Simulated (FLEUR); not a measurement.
## free Ni(111) film, 2 layers: from one collinear state to anisotropy

Wanted: anisotropy for free Ni(111) film, 2 layers, with the cost of each step.

Main program and level: FLEUR MaX-R8.1; PBE; all-electron FLAPW film, Dirac cores, scalar-relativistic bands.

**1. Set-up**

The cell holds 2 atoms: 2 Ni. Cell: a = 2.492 Å, b = 2.492 Å, c = 16.035 Å, α = 90.0°, β = 90.0°, γ = 120.0°. Layers at typed spacings, unrelaxed. Vacuum lies along c.

**2. Reference state**

The force theorems are single passes in this state's potential, so it has to be converged first.

No symmetry is used, so that later steps may turn the spins freely; k and −k are joined. FLEUR takes the sheet as a true film: the images along c are dropped, heights are typed in bohr, and the vacuum on both sides is semi-infinite. inpgen writes inp.xml from crystal.txt; cutoffs, mixing, functional, smearing and local orbitals are then set in the file. The k list scf (kpts.xml, not shown) is a Γ-centred 14×14×1 mesh; where the ranks do not divide the number of points, some are split in two of half the weight.

inp.xml reads:

```
<?xml version="1.0" encoding="UTF-8" standalone="no"?>
<fleurInput fleurInputVersion="0.39">
   <comment>
      Ni
   </comment>
   <calculationSetup>
      <cutoffs Kmax="3.66" Gmax="11.0" GmaxXC="11.0" numbands="0"/>
      <scfLoop itmax="150" minDistance="0.00002" maxIterBroyd="15" imix="Anderson" alpha="0.03" precondParam="0.0" spinf="2.0" sdNocoIR="T"/>
      <coreElectrons ctail="F" frcor="F" kcrel="0" coretail_lmax="0"/>
      <xcFunctional name="pbe" relativisticCorrections="F"/>
      <magnetism jspins="2" l_noco="F" l_ss="F">
         <qss>0.0 0.0 0.0</qss>
         <mtNocoParams l_mperp="F" l_mtNocoPot="F" l_relaxSQA="F" mag_mixing_scheme="0" mix_RelaxWeightOffD="1.0" l_constrained="F" mix_constr="1.0"/>
         <sourceFreeMag l_sourceFree="F" l_scaleMag="F" mag_scale="1.0"/>
      </magnetism>
      <soc l_soc="F" theta="0.0" phi="0.0" spav="F"/>
      <expertModes spex="0" secvar="F"/>
      <geometryOptimization l_f="F" forcealpha="1.0" forcemix="BFGS" epsdisp="0.00001" epsforce="0.00001"/>
      <ldaU l_linMix="F" mixParam="0.05" spinf="1.0"/>
   </calculationSetup>
   <cell>
      <bzIntegration valenceElectrons="36.0" mode="hist" fermiSmearingEnergy="0.00183747">
         <kPointListSelection listName="scf"/>
         <xi:include xmlns:xi="http://www.w3.org/2001/XInclude" href="kpts.xml"> </xi:include>
      </bzIntegration>
      <xi:include xmlns:xi="http://www.w3.org/2001/XInclude" href="sym.xml"> </xi:include>
      <filmLattice scale="1.0" dVac="9.12" dTilda="11.62">
         <bravaisMatrixFilm>
            <row-1>    4.7086300406703598     0.0000001262337051</row-1>
            <row-2>   -2.3543151296652853     4.0777931691130949</row-2>
         </bravaisMatrixFilm>
         <vacuumEnergyParameters vacuum="1" spinUp="-.25" spinDown="-.25"/>
         <vacuumEnergyParameters vacuum="2" spinUp="-.25" spinDown="-.25"/>
      </filmLattice>
   </cell>
   <atomSpecies>
      <species name="Nickel (Ni1.000" element="Ni" atomicNumber="28">
         <mtSphere radius="2.24" gridPoints="741" logIncrement="0.016"/>
         <atomicCutoffs lmax="8" lnonsphr="6"/>
         <electronConfig flipSpins="F">
            <coreConfig>(1s1/2) (2s1/2) (2p1/2) (2p3/2)</coreConfig>
            <valenceConfig>(3s1/2) (3p1/2) (3p3/2) (4s1/2) (3d3/2) (3d5/2)</valenceConfig>
            <stateOccupation state="(3d3/2)" spinUp="1.6" spinDown="1.6"/>
            <stateOccupation state="(3d5/2)" spinUp="2.9" spinDown="1.9"/>
         </electronConfig>
         <energyParameters s="4" p="4" d="3" f="4"/>
         <lo type="SCLO" l="0" n="3" eDeriv="0"/>
         <lo type="SCLO" l="1" n="3" eDeriv="0"/>
      </species>
   </atomSpecies>
   <atomGroups>
      <atomGroup species="Nickel (Ni1.000">
         <filmPos label="                   1">.0000000000 .0000000000 -1.9223139121</filmPos>
         <force calculate="T" relaxXYZ="TTT"/>
         <nocoParams  alpha="0.0" beta="0.0"/>
      </atomGroup>
      <atomGroup species="Nickel (Ni1.000">
         <filmPos label="                   2">-1.000/3.000 1.000/3.000 1.9223139121</filmPos>
         <force calculate="T" relaxXYZ="TTT"/>
         <nocoParams  alpha="0.0" beta="0.0"/>
      </atomGroup>
   </atomGroups>
   <output dos="F" band="F" slice="F">
      <bandDOS minEnergy="-.5*Htr" maxEnergy="0.5*Htr" sigma="0.015" storeEVData="T"/>
      <plotting iplot="0" polar="F">
         <plot TwoD="T" vec1="  1.0  0.0  0.0" vec2="  0.0  1.0  0.0" vec3="  0.0  0.0  1.0" zero="  0.0  0.0 -0.5" file="plot"/>
      </plotting>
      <moessbauerParams electricFieldGradient="F" isomerShift="F" coreHyperfine="F" valenceHyperfine="F"/>
   </output>
</fleurInput>
```

crystal.txt reads:

```
Ni
&input film=T cartesian=F /
2.49169971213  0.00000006680  0.00000000000
-1.24584991392  2.15787521590  0.00000000000
0.00000000000  0.00000000000  1.00000000000
1.8897261246
1.0 1.0 1.0

2
28 0.00000000000  0.00000000000  -1.92231391213 : 1.000
28 0.66666666667  0.33333333333  1.92231391213 : 1.000

&kpt div1=14 div2=14 div3=1 gamma=T /
```

Run with:

```
> OMP_NUM_THREADS=1 inpgen -f crystal.txt -nosym -noco > inpgen.log  # inp.xml is then edited as shown
> OMP_NUM_THREADS=1 mpirun -n 4 fleur_MPI > fleur.log
```

Log:

```text
Welcome to FLEUR        (www.flapw.de)
      MaX-Release 8.1          (www.max-centre.eu)

 ========== k-point set info ==========
 Selected k-point list: scf
 k-point list type: mesh
 0 x 0 x 0
 Number of k points: 100

 ------------Calculation Setup---------------------------
 Number of MPI-tasks      :            4
 Number of PE/node        :            4
 Number of OMP-threads    :            1
 k-points in parallel     :            4
 pe's per k-point         :            1
 No of k-point loops      :           25
 Eigenvalue solver        :       lapack
 Number of basis functions:          206
 Approximate size of matrices (H+S) per k-point:         0.001 GB
 --------------------------------------------------------
 Iteration:     1   Distance:      21.14879094 me/bohr^3
 Iteration:     2   Distance:      18.40623149 me/bohr^3
 Iteration:     3   Distance:      10.60632160 me/bohr^3
 Iteration:     4   Distance:      12.19446786 me/bohr^3
 Iteration:     5   Distance:       4.37823544 me/bohr^3
 Iteration:     6   Distance:       4.17562449 me/bohr^3
 Iteration:     7   Distance:       1.60831148 me/bohr^3
 Iteration:     8   Distance:       2.09835262 me/bohr^3
 Iteration:     9   Distance:       2.04810360 me/bohr^3
 Iteration:    10   Distance:       0.35647013 me/bohr^3
 Iteration:    11   Distance:       0.40146935 me/bohr^3
 Iteration:    12   Distance:       0.22927452 me/bohr^3
 Iteration:    13   Distance:       0.20027540 me/bohr^3
 Iteration:    14   Distance:       0.11274372 me/bohr^3
 Iteration:    15   Distance:       0.06938473 me/bohr^3
 Iteration:    16   Distance:       0.06593097 me/bohr^3
 Iteration:    17   Distance:       0.04942670 me/bohr^3
 Iteration:    18   Distance:       0.04659976 me/bohr^3
 Iteration:    19   Distance:       0.01467237 me/bohr^3
 Iteration:    20   Distance:       0.00795096 me/bohr^3
 Iteration:    21   Distance:       0.00518876 me/bohr^3
 Iteration:    22   Distance:       0.00369293 me/bohr^3
 Iteration:    23   Distance:       0.00363641 me/bohr^3
 Iteration:    24   Distance:       0.00166323 me/bohr^3
 Iteration:    25   Distance:       0.00031513 me/bohr^3
 Iteration:    26   Distance:       0.00024919 me/bohr^3
 Iteration:    27   Distance:       0.00012891 me/bohr^3
 Iteration:    28   Distance:       0.00000956 me/bohr^3

 ********************************************************************
 Run finished successfully
 Stop message:
   all done
 ********************************************************************

--- out.xml (last complete iteration) ---
<iteration numberForCurrentRun="   28" overallNumber="   28">
         [... left out ...]
         <bandgap value="0.0000000000" units="eV"/>
         <sumValenceSingleParticleEnergies value="-51.2298091092" units="Htr"/>
         <FermiEnergy value="-0.1855120555" units="Htr"/>
         <valenceDensity>
            <mtCharges spin="1">
               <mtCharge atomType="1" total="8.7868417" s="1.1975488" p="3.1284204" d="4.4497332" f="0.0084400"/>
               <mtCharge atomType="2" total="8.7868417" s="1.1975488" p="3.1284204" d="4.4497332" f="0.0084400"/>
            </mtCharges>
            <mtCharges spin="2">
               <mtCharge atomType="1" total="8.0892118" s="1.2019090" p="3.1483513" d="3.7273039" f="0.0089578"/>
               <mtCharge atomType="2" total="8.0892118" s="1.2019090" p="3.1483513" d="3.7273039" f="0.0089578"/>
            </mtCharges>
            <spinDependentCharge spin="1" total="18.6568025" interstitial="0.9913646" mtSpheres="17.5736834" vacuum1="0.0458773" vacuum2="0.0458773"/>
            <spinDependentCharge spin="2" total="17.3431978" interstitial="1.0681523" mtSpheres="16.1784235" vacuum1="0.0483110" vacuum2="0.0483110"/>
            <totalCharge value="36.0000002452"/>
         </valenceDensity>
         [... left out ...]
         <allElectronCharges>
            <spinDependentCharge spin="1" total="28.6568025" interstitial="0.9913646" mtSpheres="27.5736834" vacuum1="0.0458773" vacuum2="0.0458773"/>
            <spinDependentCharge spin="2" total="27.3431978" interstitial="1.0681523" mtSpheres="26.1784235" vacuum1="0.0483110" vacuum2="0.0483110"/>
            <totalCharge value="56.0000002460"/>
         </allElectronCharges>
         <magneticMomentsInMTSpheres units="muBohr">
            <globalMagMoment atomType="1" vec="0.00000   0.00000   0.69763"/>
            <localMagMoment atomType="1" vec="0.00000   0.00000   0.69763"/>
            <globalMagMoment atomType="2" vec="0.00000   0.00000   0.69763"/>
            <localMagMoment atomType="2" vec="0.00000   0.00000   0.69763"/>
         </magneticMomentsInMTSpheres>
         <moessbauerParams unitsHFF="kG" unitsIS="e/bohr^3" unitsEFG="Htr/bohr^2">
         </moessbauerParams>
         <totalEnergy value="    -3041.6137138430" units="Htr">
            <sumOfEigenvalues value="    -1772.6606463625">
               <coreElectrons value="-1721.4308372533"/>
               <valenceElectrons value="-51.2298091092"/>
            </sumOfEigenvalues>
            <densityCoulombPotentialIntegral value="-4697.5073285621"/>
            <densityEffectivePotentialIntegral value="-4862.6393120642"/>
            <chargeDenXCDenIntegral value="-127.1213818761"/>
            <FockExchangeEnergyValence value="0.0000000000"/>
            <FockExchangeEnergyCore value="0.0000000000"/>
            <atomTypeDependentContributions atomType="1">
               <electronNucleiInteractionDifferentMTs value="1823.5062924325"/>
               <MadelungTerm value="-4.3523742639"/>
            </atomTypeDependentContributions>
            <atomTypeDependentContributions atomType="2">
               <electronNucleiInteractionDifferentMTs value="1823.5062924397"/>
               <MadelungTerm value="-4.3523742514"/>
            </atomTypeDependentContributions>
            <tkbTimesEntropy value="0.0011451915"/>
            <freeEnergy value="-3041.6148590345"/>
            <extrapolationTo0K value="-3041.6142864388"/>
         </totalEnergy>
         <densityConvergence units="me/bohr^3">
            <chargeDensity spin="1" distance="0.0000067217"/>
            <chargeDensity spin="2" distance="0.0000067661"/>
            <overallChargeDensity distance="0.0000095118"/>
            <spinDensity distance="0.0000095628"/>
         </densityConvergence>
      </iteration>
```

The job ended after 74 s (4 MPI ranks of Arm Neoverse V1, shared host; peak memory 0.59 GiB; 4.9 min of CPU time).

Read from the output:

- free energy: -82766.5567 eV
- program's band gap on this mesh (in a metal only a level spacing): 0 eV
- magnetization: 1.314 μB
- final state: ferromagnetic
- largest moment: 0.6976 μB

After 28 cycles the largest moment stands at 0.698 μB.

**3. Anisotropy by the force theorem, rung 1**

Anisotropy is a small difference, so it is taken from sums over occupied states at a frozen potential, where most errors cancel.

One pass with spin–orbit coupling for each direction, from the saved density. Inversion lets half of the mesh serve, which the program's warning doesn't know. The k list mae (kpts.xml, not shown) is a Γ-centred 23×23×1 mesh.

inp.xml: that of step 2 with these lines changed.

```diff
@@ -6,4 +6,4 @@
    <calculationSetup>
-      <cutoffs Kmax="3.66" Gmax="11.0" GmaxXC="11.0" numbands="0"/>
-      <scfLoop itmax="150" minDistance="0.00002" maxIterBroyd="15" imix="Anderson" alpha="0.03" precondParam="0.0" spinf="2.0" sdNocoIR="T"/>
+      <cutoffs Kmax="3.66" Gmax="11.0" GmaxXC="11.0" numbands="68"/>
+      <scfLoop itmax="1" minDistance="0.00002" maxIterBroyd="15" imix="Anderson" alpha="0.03" precondParam="0.0" spinf="2.0" sdNocoIR="T"/>
       <coreElectrons ctail="F" frcor="F" kcrel="0" coretail_lmax="0"/>
@@ -15,3 +15,3 @@
       </magnetism>
-      <soc l_soc="F" theta="0.0" phi="0.0" spav="F"/>
+      <soc l_soc="T" theta="0.0" phi="0.0" spav="F"/>
       <expertModes spex="0" secvar="F"/>
@@ -22,3 +22,3 @@
       <bzIntegration valenceElectrons="36.0" mode="hist" fermiSmearingEnergy="0.00183747">
-         <kPointListSelection listName="scf"/>
+         <kPointListSelection listName="mae"/>
          <xi:include xmlns:xi="http://www.w3.org/2001/XInclude" href="kpts.xml"> </xi:include>
@@ -69,2 +69,5 @@
    </output>
+   <forceTheorem>
+      <MAE theta="0.0 1.5707963 1.5707963" phi="0.0 0.0 1.5707963"/>
+   </forceTheorem>
 </fleurInput>
```

Run with:

```
> OMP_NUM_THREADS=1 mpirun -n 4 fleur_MPI -warn_only > fleur.log
```

Log:

```text
[banner, memory and clock lines left out]
Welcome to FLEUR        (www.flapw.de)
      MaX-Release 8.1          (www.max-centre.eu)
************FLEUR-Warning*****************
Error message: k-point set is not compatible to missing time-reversal symmetry in calculation.
Error occurred in subroutine: gen_bz
Error from PE:0/4
*****************************************

 ========== k-point set info ==========
 Selected k-point list: mae
 k-point list type: mesh
 0 x 0 x 0
 Number of k points: 268

 [... set-up left out ...]
 ********************************************************************
 Run finished successfully
 Stop message:
   Forcetheorem MAE
 ********************************************************************

--- out.xml (force theorem) ---
<Forcetheorem_MAE Angles="3" units="Htr">
            <Angle theta="0.0000000" phi="0.0000000" ev-sum="-51.231781313"/>
            <Angle theta="1.5707963" phi="0.0000000" ev-sum="-51.231815023"/>
            <Angle theta="1.5707963" phi="1.5707963" ev-sum="-51.231815022"/>
         </Forcetheorem_MAE>
```

Run time: 21 s. Hardware: 4 MPI ranks; peak memory 0.53 GiB.

Anisotropy energies, by row:

```
axis  x  y  z  band energy less the first axis' (meV a cell)
   z  0  0  1                                              0
   x  1  0  0                                        -0.9173
   y  0  1  0                                        -0.9173
```

Shape anisotropy is not in these numbers.

**4. Energy against the direction of the moments, rung 2**

A second rung shows how far the first can be trusted.

The k list mae (kpts.xml, not shown) is a Γ-centred 35×35×1 mesh.

inp.xml is that of step 3.

Log:

```text
[banner, memory and clock lines left out]
Welcome to FLEUR        (www.flapw.de)
      MaX-Release 8.1          (www.max-centre.eu)
************FLEUR-Warning*****************
Error message: k-point set is not compatible to missing time-reversal symmetry in calculation.
Error occurred in subroutine: gen_bz
Error from PE:0/4
*****************************************

 ========== k-point set info ==========
 Selected k-point list: mae
 k-point list type: mesh
 0 x 0 x 0
 Number of k points: 616

 [... set-up left out ...]
 ********************************************************************
 Run finished successfully
 Stop message:
   Forcetheorem MAE
 ********************************************************************

--- out.xml (force theorem) ---
<Forcetheorem_MAE Angles="3" units="Htr">
            <Angle theta="0.0000000" phi="0.0000000" ev-sum="-51.231692344"/>
            <Angle theta="1.5707963" phi="0.0000000" ev-sum="-51.231721970"/>
            <Angle theta="1.5707963" phi="1.5707963" ev-sum="-51.231721982"/>
         </Forcetheorem_MAE>
```

The job ended after 45 s (4 MPI ranks; peak memory 0.87 GiB).

Anisotropy energies, by row:

```
axis  x  y  z  band energy less the first axis' (meV a cell)
   z  0  0  1                                              0
   x  1  0  0                                        -0.8062
   y  0  1  0                                        -0.8065
```

(Part 1 of 2 ends here.)

[Logs and program files are shortened in this print: banners, set-up blocks, solver, clock and traceback lines can be left out without a mark of their own.]

[Logs are printed without paths, hosts, clocks, repeated set-up lines and the standing remarks that a program may print on its own settings, such as how far it seeks lower states.]

[Hosts, paths, dates, database ids (printed as entryN), source tags and the programs' standing remarks are cut or masked in the printed files.]

[Where a cell is said to come from a database of computed structures, the database is the Materials Project.]
